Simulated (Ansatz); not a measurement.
## Where V_K (site 2) puts its levels in the gap of K3BrCl2 (P-3m1)

Wanted: the transition levels of a vacancy in K3BrCl2 (P-3m1), from a cell of 54 host atoms with 1 K taken out.

Main program and level: Ansatz 0.2.0; place-levels on PBEsol runs: charge-transition levels and formation energies with image-charge correction and potential alignment at the atomic sites.

### 1. The structure

The cell holds 53 atoms: 26 K, 9 Br and 18 Cl. Its edges and angles: a = 13.448 Å, b = 13.448 Å, c = 11.001 Å, α = 90.0°, β = 90.0°, γ = 120.0°. It derives from K3BrCl2 (space group P-3m1). Nearest the centre at fractional (0.556, 0.444, 0.823): Cl23 at 3.14 Å, Cl46 at 3.14 Å, Cl28 at 3.14 Å, Br45 at 3.24 Å, Br51 at 3.24 Å, Br27 at 3.24 Å, K42 at 4.39 Å, K25 at 4.39 Å.

As a file:

```xyz
53
Lattice="13.4481 0.0000 0.0000 -6.7240 11.6464 0.0000 0.0000 0.0000 11.0008" Properties=species:S:1:pos:R:3 pbc="T T T"
K     0.0000    0.0000    5.5004
K     0.0000    2.5881    1.9516
K     2.2413    1.2940    9.0493
Br    0.0000    0.0000    0.0000
Cl    0.0000    2.5881    7.2760
Cl    2.2413    1.2940    3.7249
K    -2.2413    3.8821    5.5004
K    -2.2413    6.4702    1.9516
K     0.0000    5.1762    9.0493
Br   -2.2413    3.8821    0.0000
Cl   -2.2413    6.4702    7.2760
Cl    0.0000    5.1762    3.7249
K    -4.4827    7.7643    5.5004
K    -4.4827   10.3524    1.9516
K    -2.2413    9.0583    9.0493
Br   -4.4827    7.7643    0.0000
Cl   -4.4827   10.3524    7.2760
Cl   -2.2413    9.0583    3.7249
K     4.4827    0.0000    5.5004
K     4.4827    2.5881    1.9516
K     6.7240    1.2940    9.0493
Br    4.4827    0.0000    0.0000
Cl    4.4827    2.5881    7.2760
Cl    6.7240    1.2940    3.7249
K     2.2413    3.8821    5.5004
K     2.2413    6.4702    1.9516
Br    2.2413    3.8821    0.0000
Cl    2.2413    6.4702    7.2760
Cl    4.4827    5.1762    3.7249
K     0.0000    7.7643    5.5004
K     0.0000   10.3524    1.9516
K     2.2413    9.0583    9.0493
Br    0.0000    7.7643    0.0000
Cl    0.0000   10.3524    7.2760
Cl    2.2413    9.0583    3.7249
K     8.9654    0.0000    5.5004
K     8.9654    2.5881    1.9516
K    11.2067    1.2940    9.0493
Br    8.9654    0.0000    0.0000
Cl    8.9654    2.5881    7.2760
Cl   11.2067    1.2940    3.7249
K     6.7240    3.8821    5.5004
K     6.7240    6.4702    1.9516
K     8.9654    5.1762    9.0493
Br    6.7240    3.8821    0.0000
Cl    6.7240    6.4702    7.2760
Cl    8.9654    5.1762    3.7249
K     4.4827    7.7643    5.5004
K     4.4827   10.3524    1.9516
K     6.7240    9.0583    9.0493
Br    4.4827    7.7643    0.0000
Cl    4.4827   10.3524    7.2760
Cl    6.7240    9.0583    3.7249
```

The host's dielectric constants go in as inputs: 2.47 for the electrons alone, 5.30 with the ions, from a response run on this crystal (DFPT, PBEsol) at that run's own cell.

The cell's shortest repeat is 11.0 Å.

### 2. What was run first

A transition level is the Fermi level at which two charge states cost the same, so each charge needs its own total energy, at its own relaxed structure.

Random displacements of about 0.05 Å break the site symmetry at the start, so that the relaxation can reach a distorted minimum if there is one. Forces are taken at one point at (¼, ¼, ¼). The cell holds 1 electron more than the neutral one, with a uniform background that keeps it neutral on the whole.

The sampling was tested on the host first: at the k-points planned (1x1x1 shifted 0.25 0.25 0.25) its energy lies 0.000 eV an atom from the dense-mesh value, under the bound of 0.02 eV set for this test; that bounds the host's error, not the defect's.

One state's input; the others differ in charge, spin, start and seed, and in occupations where the table says so.

qm1.relax/input.yaml reads:

```yaml
crystal:
  lattice:
    - [4.48269932, 3.0e-08, 0.0]
    - [-2.24134968, 3.88213147, 0.0]
    - [0.0, 0.0, 11.00083486]
  atoms:
    - { symbol: K, position: [0.0, 0.0, 0.5] }
    - { symbol: K, position: [0.33333333, 0.66666667, 0.17740122] }
    - { symbol: K, position: [0.66666667, 0.33333333, 0.82259878] }
    - { symbol: Br, position: [0.0, 0.0, 0.0] }
    - { symbol: Cl, position: [0.33333333, 0.66666667, 0.6614024] }
    - { symbol: Cl, position: [0.66666667, 0.33333333, 0.3385976] }
  supercell: [3, 3, 1]
  defects: [{ vacancy: 26 }]
total_charge: -1
basis:
  ecutwfc: 420
  xc_grid: 2
hamiltonian:
  xc: pbesol
kpoints:
  mp_grid: { grid: [1, 1, 1], shift: [0.25, 0.25, 0.25] }
scf:
  occupations: { method: fixed }
  max_iter: 60
output:
  forces: true
  charged_corrections: { epsilon: 2.47, static_epsilon: 5.3 }
relax:
  f_tol: 0.02
  max_steps: 80
  random_displacement: { amplitude: 0.05, seed: 7406 }
checkpoint:
  write: "../qm1.relax.run"
  compress: false
  write_wavefunctions: true
  write_every: 100000
```

Command:

```console
$ ansatz run input.yaml --threads 4 --pin off --max-ram 14131MiB --backend cpu --events-out ev --progress --plain --runs-dir out
```

Defect states can disperse in a cell of this size, so the energy is taken again at a 2×2×2 shifted mesh, on the relaxed structure.

The run of this state that the levels use, under PBEsol:

qm1.point/input.yaml reads:

```yaml
crystal:
  checkpoint: "../qm1.relax.run"
  host: checkpoint
total_charge: -1
basis:
  ecutwfc: 420
  xc_grid: 2
hamiltonian:
  xc: pbesol
kpoints:
  mp_grid: { grid: [2, 2, 2], shift: [0.5, 0.5, 0.5] }
scf:
  occupations: { method: fermi_dirac, width: 0.01 }
  max_iter: 60
output:
  forces: true
  eigenvalues: true
  charged_corrections:
    epsilon: 2.47
    static_epsilon: 5.3
    defect_position: [0.555556, 0.444444, 0.822599]
  eigenstates: { localisation: true }
  populations: true
  band_densities: [{ bands: [v1, v1] }, { bands: [c1, c1] }]
  write_density: true
  write_potential: true
  volumetric_format: npy
checkpoint:
  read: "../qm1.relax.run"
  write: "../qm1.point.run"
  compress: false
  write_wavefunctions: false
  write_every: 100000
```

Relaxations under PBEsol at one point at (¼, ¼, ¼); times on 4 threads of Arm Neoverse V1, shared host:

```tsv
charge	moment (μB)	occupations	outcome	steps	largest displacement against the far atoms (Å)	time
−1	0	fixed	converged	4	0.21	83 s
0	1	fixed	not converged	-	-	2.8 min
0	1	fermi-dirac	converged	5	0.22	5.9 min
+1	0	fixed	not converged	-	-	69 s
+1	0	fermi-dirac	converged	4	0.20	2.5 min
+1	2	fixed	not converged	-	-	2.5 min
+1	2	fermi-dirac	converged	7	0.21	9.8 min
```

Single points under PBEsol at a 2×2×2 shifted mesh; times on 4 threads of Arm Neoverse V1, shared host:

```tsv
charge	moment (μB)	occupations	outcome	time
−1	0	fermi-dirac	converged	2.5 min
0	1	fermi-dirac	converged	6.1 min
+1	0	fermi-dirac	converged	3.3 min
+1	2	fermi-dirac	converged	8 min
```

Distances (Å) from the ideal centre to the nearest atoms after relaxation with PBEsol:

```tsv
charge	moment (μB)	1.	2.	3.	4.	5.	6.
−1	0	Cl 3.34	Cl 3.34	Cl 3.35	Br 3.37	Br 3.37	Br 3.37
0	1	Br 3.33	Cl 3.34	Br 3.34	Br 3.35	Cl 3.35	Cl 3.35
+1	0	Cl 3.32	Cl 3.33	Cl 3.33	Br 3.37	Br 3.38	Br 3.39
+1	2	Cl 3.32	Cl 3.32	Cl 3.33	Br 3.39	Br 3.40	Br 3.41
```

### 3. Placing the levels, PBEsol

A charged cell interacts with its images and the background, and its potential has another zero than the host's. place-levels removes the first by a point-charge model, screened by the static dielectric constant since the ions have relaxed around the charge, and the second by comparing potentials at atoms far from the defect.

The host is a run of the defect-free crystal in the same cutoffs, grids and k-points, so that basis and sampling errors cancel in part in the differences. The host is run in a cell of 6 atoms on a matching mesh. Its band edges are searched through the zone by a band path, so the gap is smaller than, or equal to, that on the mesh. Chemical potentials are energies per atom of K (bcc), run with the same functional and cutoff.

levels.point.yaml reads:

```yaml
host:
  run: host.point.run
states: [qm1.point.run, q0_M1.point.run, qp1.point.run, qp1_M2.point.run]
geometry_from:
  qm1.point.run: qm1.relax.run
  q0_M1.point.run: q0_M1.relax_smeared.run
  qp1.point.run: qp1.relax_smeared.run
  qp1_M2.point.run: qp1_M2.relax_smeared.run
  host.point.run: host.relax.run
chemical_potentials:
  K:
    energy: -1516.029766
    dataset: <sha256 of the dataset>
epsilon: 2.47
static_epsilon: 5.3
vertical:
  - { from: qm1.point.run, to: qm1.point_neutral.run }
  - { from: qp1.point.run, to: qp1.point_neutral.run }
  - { from: qp1_M2.point.run, to: qp1_M2.point_neutral.run }
```

Command:

```console
$ ansatz place-levels levels.point.yaml -- --threads 4 --pin off --max-ram 14131MiB
```

Numbers of over 12 decimals in the logs are rounded to 6 here.

Output:

```text
[... repeated set-up lines and file paths are left out, and long positions are rounded to six places ...]
(+1/0) 0.000 eV above the valence edge (-0.455 eV without the band-filling correction), 4.541 eV under the conduction edge
(0/-1) 0.150 eV above the valence edge, 4.391 eV under the conduction edge
formation energy of charge +1: +5.072 eV with the Fermi level at the valence edge
formation energy of charge 0: +5.072 eV with the Fermi level at the valence edge
formation energy of charge -1: +5.223 eV with the Fermi level at the valence edge
vertical -1 to 0: no energy, since no alignment is typed
  the change from vertical[0].from (qm1.point.run) to vertical[0].to (qm1.point_neutral.run): by its potential at epsilon 2.47 it stands at 0.627 0.372 0.002, with an rms radius of about 5.0 Å (3.5 3.5 1.0 Å across the planes of the cell's vectors); [...]
vertical +1 to 0: no energy, since no alignment is typed
  the change from vertical[1].from (qp1.point.run) to vertical[1].to (qp1.point_neutral.run): by its potential at epsilon 2.47 it stands at 0.427 0.575 0.974, with an rms radius of about 6.5 Å (4.4 4.4 2.1 Å across the planes of the cell's vectors); [...]
vertical +1 to 0: no energy, since no alignment is typed
  the change from vertical[2].from (qp1_M2.point.run) to vertical[2].to (qp1_M2.point_neutral.run): by its potential at epsilon 2.47 it stands at 0.495 0.503 0.979, with an rms radius of about 6.1 Å (4.2 4.2 1.7 Å across the planes of the cell's vectors); [...]
  edges by pbesol, gap 4.541 eV; the host is sampled to repeats of 26.90 Å
  the defect's cells are sampled to repeats of 26.90 Å, like sampling
  charge +1: -83236.8168 eV with its correction of +0.168 eV, at epsilon 5.3, aligned at sites: -0.3410 eV, mean over 31 atomic sites at or beyond 5.50 Å from the defect at [0.5556, 0.4444, 0.8226], with +0.007426 for the charge's moments and without [...]
  states[3] (qp1_M2.point.run): levels filled in part (TS 0.010 eV): its energy is of no whole electron's
  charge 0: +0.124 eV for its dipole among its images, +0.000 omitted
  states[1] (q0_M1.point.run): levels filled in part (TS 0.007 eV): its energy is of no whole electron's
  charge -1: -83234.4835 eV with its correction of +0.451 eV, at epsilon 5.3, aligned at sites: -0.1286 eV, mean over 31 atomic sites at or beyond 5.50 Å from the defect at [0.5556, 0.4444, 0.8226], with +0.000000 for the charge's moments and without [...]
  charge +1: states[2] (qp1.point.run) stands 0.023 eV higher, with a moment of 0.00 μB against 2.00
  states[2] (qp1.point.run): levels filled in part (TS 0.021 eV): its energy is of no whole electron's
  of states[3] (qp1_M2.point.run): it parts from the run at its places by a charge that spreads by about 4.2 Å along one vector (2 Å or more is wide), by its potential at epsilon 2.47, taken for that of held ions (one typed too small widens it), where the [...]
  of states[1] (q0_M1.point.run): its alignment with the host at atomic sites is doubtful: the mean over the far sites moves by +0.0665 eV from their farther parts to their nearer, more than 0.05 eV. [...]
  of states[0] (qm1.point.run): it parts from the run at its places by a charge that spreads by about 3.5 Å along one vector (2 Å or more is wide), by its potential at epsilon 2.47, taken for that of held ions (one typed too small widens it), where the cell [...]
  of states[2] (qp1.point.run): it parts from the run at its places by a charge that spreads by about 4.4 Å along one vector (2 Å or more is wide), by its potential at epsilon 2.47, taken for that of held ions (one typed too small widens it), where the cell [...]
  of vertical[0].from (qm1.point.run): its displacements don't fall off away from the defect: farther atoms stand 0.031 Å off the host's places. [...]
  vertical[0].to (qm1.point_neutral.run): levels filled in part (TS 0.009 eV): its energy is of no whole electron's
  of vertical[0].to (qm1.point_neutral.run): its displacements don't fall off away from the defect: farther atoms stand 0.031 Å off the host's places. [...]
  vertical[1].from (qp1.point.run): levels filled in part (TS 0.021 eV): its energy is of no whole electron's
  of vertical[1].from (qp1.point.run): its displacements don't fall off away from the defect: farther atoms stand 0.031 Å off the host's places. [...]
  vertical[1].to (qp1.point_neutral.run): levels filled in part (TS 0.006 eV): its energy is of no whole electron's
  of vertical[1].to (qp1.point_neutral.run): its displacements don't fall off away from the defect: farther atoms stand 0.031 Å off the host's places. [...]
  vertical[2].from (qp1_M2.point.run): levels filled in part (TS 0.010 eV): its energy is of no whole electron's
  of vertical[2].from (qp1_M2.point.run): its displacements don't fall off away from the defect: farther atoms stand 0.036 Å off the host's places. [...]
  vertical[2].to (qp1_M2.point_neutral.run): levels filled in part (TS 0.006 eV): its energy is of no whole electron's
  of vertical[2].to (qp1_M2.point_neutral.run): its displacements don't fall off away from the defect: farther atoms stand 0.036 Å off the host's places. [...]
```

The job ended after 0.5 s (4 threads of Arm Neoverse V1, shared host).

Under PBEsol the gap is 4.54 eV, (+1/0) 0.00 (with band filling), (0/−1) 0.15 eV.

Levels between the charges placed, in eV above the valence top:

```tsv
	gap (eV)	(+1/0)	(0/−1)
PBEsol	4.54	0.00	0.15
```

Corrections by state:

```tsv
charge	moment (μB)	image terms and alignment (eV)	band filling (eV)	ε used	over the lowest of its charge, as the program ranks them, band filling apart (eV)
+1	2.0	0.168	-0.455	5.30	0.000
0	1.0	0.124	-	-	0.000
−1	0.0	0.451	-	5.30	0.000
+1	0.0	0.150	-	5.30	0.023
```

The charged structures listed were also run neutral, and place-levels reads from each pair, by the potential or the spins, how wide the charge is by which they differ; that can be the carrier of either run.

```tsv
charge	rms radius (Å)	spread where it is widest against the cell (Å)	wide from (Å)	reading
+1	6.1	4.18	2.02	wide
−1	5.0	3.47	2.02	wide
```

The neutral runs of these pairs need not share the spin of the lowest neutral state, and very wide values only mean spread over the cell.

From the program's caveats on the states, each cut to its opening words:

- charge +1 (2 μB): it parts from the run at its places by a charge that spreads by about 4.2 Å along one vector (2 Å or more is wide), by its potential at epsilon 2.47, taken for [...]
- charge +1 (2 μB): a band-filling correction moves a carrier to the host's band edge, which changes its energy by -0.455 eV
- charge +1 (2 μB): its alignment with the host at atomic sites is doubtful: the mean over the far sites moves by +0.0911 eV from their farther parts to their nearer, more than [...]
- charge +1 (2 μB): the far atoms show a dipole or second moment of the defect's charge, for which the correction takes or leaves out 0.194 eV: further moments aren't read, and [...]
- charge +1 (2 μB): its displacements don't fall off away from the defect: farther atoms stand 0.036 Å off the host's places
- charge 0 (1 μB): its alignment with the host at atomic sites is doubtful: the mean over the far sites moves by +0.0665 eV from their farther parts to their nearer, more than [...]
- charge 0 (1 μB): the far atoms show a dipole or second moment of the defect's charge, for which the correction takes or leaves out 0.124 eV: further moments aren't read, and [...]
- charge 0 (1 μB): its displacements don't fall off away from the defect: farther atoms stand 0.027 Å off the host's places
- charge −1: it parts from the run at its places by a charge that spreads by about 3.5 Å along one vector (2 Å or more is wide), by its potential at epsilon 2.47, taken for [...]
- charge −1, +1: its displacements don't fall off away from the defect: farther atoms stand 0.031 Å off the host's places
- charge +1: it parts from the run at its places by a charge that spreads by about 4.4 Å along one vector (2 Å or more is wide), by its potential at epsilon 2.47, taken for [...]
- charge +1: its alignment with the host at atomic sites is doubtful: the mean over the far sites moves by +0.0884 eV from their farther parts to their nearer, more than [...]
- charge +1: the far atoms show a dipole or second moment of the defect's charge, for which the correction takes or leaves out 0.184 eV: further moments aren't read, and [...]

Chemical potentials of the elements' reference phases, run alike. Formation energy by charge state (elemental references; gap 4.54 eV):

```tsv
charge	at valence top (eV)	at conduction bottom (eV)	correction included (eV)
+1	5.07	9.61	-0.29
0	5.07	5.07	0.12
−1	5.22	0.68	0.45
```

```json
{"Fermi level (eV)": "0.00", "lowest formation energy (eV)": "5.07"}
{"Fermi level (eV)": "0.41", "lowest formation energy (eV)": "4.81"}
{"Fermi level (eV)": "0.82", "lowest formation energy (eV)": "4.40"}
{"Fermi level (eV)": "1.24", "lowest formation energy (eV)": "3.99"}
{"Fermi level (eV)": "1.65", "lowest formation energy (eV)": "3.57"}
{"Fermi level (eV)": "2.06", "lowest formation energy (eV)": "3.16"}
{"Fermi level (eV)": "2.48", "lowest formation energy (eV)": "2.74"}
{"Fermi level (eV)": "2.89", "lowest formation energy (eV)": "2.33"}
{"Fermi level (eV)": "3.30", "lowest formation energy (eV)": "1.92"}
{"Fermi level (eV)": "3.72", "lowest formation energy (eV)": "1.51"}
{"Fermi level (eV)": "4.13", "lowest formation energy (eV)": "1.09"}
{"Fermi level (eV)": "4.54", "lowest formation energy (eV)": "0.68"}
```

### 4. Levels against the band edges, r2SCAN

r2SCAN on the same structure is run to see how far the result rests on the functional, though not on the errors that semilocal functionals share; the sampling changes too, to one point at (¼, ¼, ¼), so differences hold both changes.

qm1.r2scan/input.yaml, as its differences from qm1.point/input.yaml of step 2:

```diff
@@ -5,8 +5,8 @@
 basis:
-  ecutwfc: 420
+  ecutwfc: 500
   xc_grid: 2
 hamiltonian:
-  xc: pbesol
+  xc: r2scan
 kpoints:
-  mp_grid: { grid: [2, 2, 2], shift: [0.5, 0.5, 0.5] }
+  mp_grid: { grid: [1, 1, 1], shift: [0.25, 0.25, 0.25] }
 scf:
@@ -27,5 +27,5 @@
   volumetric_format: npy
+  elf: true
 checkpoint:
-  read: "../qm1.relax.run"
-  write: "../qm1.point.run"
+  write: "../qm1.r2scan.run"
   compress: false
```

It took 67 s on 4 threads; peak memory 3.5 GiB.

levels.r2scan.yaml reads:

```yaml
host:
  run: host.r2scan.run
  levels_from: { run: edges.r2scan.run }
states: [qm1.r2scan.run, q0_M1.r2scan.run, qp1.r2scan.run, qp1_M2.r2scan.run]
geometry_from:
  qm1.r2scan.run: qm1.relax.run
  q0_M1.r2scan.run: q0_M1.relax_smeared.run
  qp1.r2scan.run: qp1.relax_smeared.run
  qp1_M2.r2scan.run: qp1_M2.relax_smeared.run
  host.r2scan.run: host.relax.run
chemical_potentials:
  K:
    energy: -1542.480493
    dataset: <sha256 of the dataset>
```

Command:

```console
$ ansatz place-levels levels.r2scan.yaml -- --threads 4 --pin off --max-ram 14131MiB
```

Output:

```text
[...]
(0/-1) 0.147 eV above the valence edge, 5.166 eV under the conduction edge
formation energy of charge +1: +5.606 eV with the Fermi level at the valence edge
formation energy of charge 0: +5.606 eV with the Fermi level at the valence edge
formation energy of charge -1: +5.752 eV with the Fermi level at the valence edge
  edges by r2scan of host.levels_from (edges.r2scan.run), its mesh sampled to repeats of 31.38 Å (the valence edge +0.051 eV and the conduction edge -0.593 eV from those of the host's own run), gap 5.313 eV; the host is sampled to repeats of 17.37 Å
[... the lines on each state left out ...]
```

It took 0.3 s on 4 threads.

Under r2SCAN the gap is 5.31 eV, (+1/0) 0.00 (with band filling), (0/−1) 0.15 eV; the stage before (PBEsol, at other k-points) gave a gap of 4.54 eV and levels within 0.00 eV of these.

### 5. The ladder

Levels between neighbouring charges, in eV above each run's own valence top:

```tsv
	gap (eV)	(+1/0)	(0/−1)	CPU time a state at this stage (restarts are quicker than cold starts)
PBEsol, 2×2×2 shifted mesh	4.54	0.00	0.15	18 min
r2SCAN on PBEsol structures, (¼, ¼, ¼)	5.31	0.00	0.15	14 min
```

### 6. Results

```yaml
gap_of_the_host: 4.54 eV (PBEsol)
level_plus_1_over_0: 0.00 eV above the valence top (-0.45 eV above the valence top without the band-filling term)
level_0_minus_1: 0.15 eV above the valence top
lowest_of_the_charges_placed_just_above_the_valence_top_0p02_ev: 0
lowest_of_the_charges_placed_just_below_the_conduction_bottom_0p02_ev: −1
lowest_formation_energy_at_mid_gap_of_the_charges_run_elemental_references: 2.95 eV
```

What this shows: Of the charges placed (−1, 0 and +1), the lowest changes at 0.15 eV (0/−1) above the valence top, in a gap of 4.54 eV. (0/−1) lies nearer to a band edge than the share of the finite-size correction in it (0.33 eV), and that correction holds for a localised charge alone. Charges below −1 were not placed, so these runs say nothing of levels that involve them. States placed: +1 at 2 μB and 0 μB; 0 at 1 μB; −1 at 0 μB. Other spin states or structures, where not listed, weren't placed. The program finds carriers beyond a band edge of the host and adds a band-filling term at charge +1 (-0.45 eV); steps to such a charge show no bound level, and a defect level inside a band would be read the same way. The program doubts the alignment of potentials for at least one state, a sign that the cell is small. Limits: PBEsol makes the gap too small and tends to spread out bound carriers; where a gas molecule sets a chemical potential or the host's formation energy, its binding is uncorrected.

[Logs are printed without paths, hosts, clocks, repeated set-up lines and the standing remarks that a program may print on its own settings, such as how far it seeks lower states.]

[Hosts, paths, dates, database ids (printed as entryN), source tags and the programs' standing remarks are cut or masked in the printed files.]

[Where a table of states has a column of steps, it counts the stored structures, which are thinned; the runs took as many ionic steps or more.]

[A defect's name tells the site on which it was built; relaxed atoms can leave that site.]

[For some hosts the program warned that the k-mesh of the response run may be too coarse for force constants and the static dielectric constant; such warnings are not shown here.]
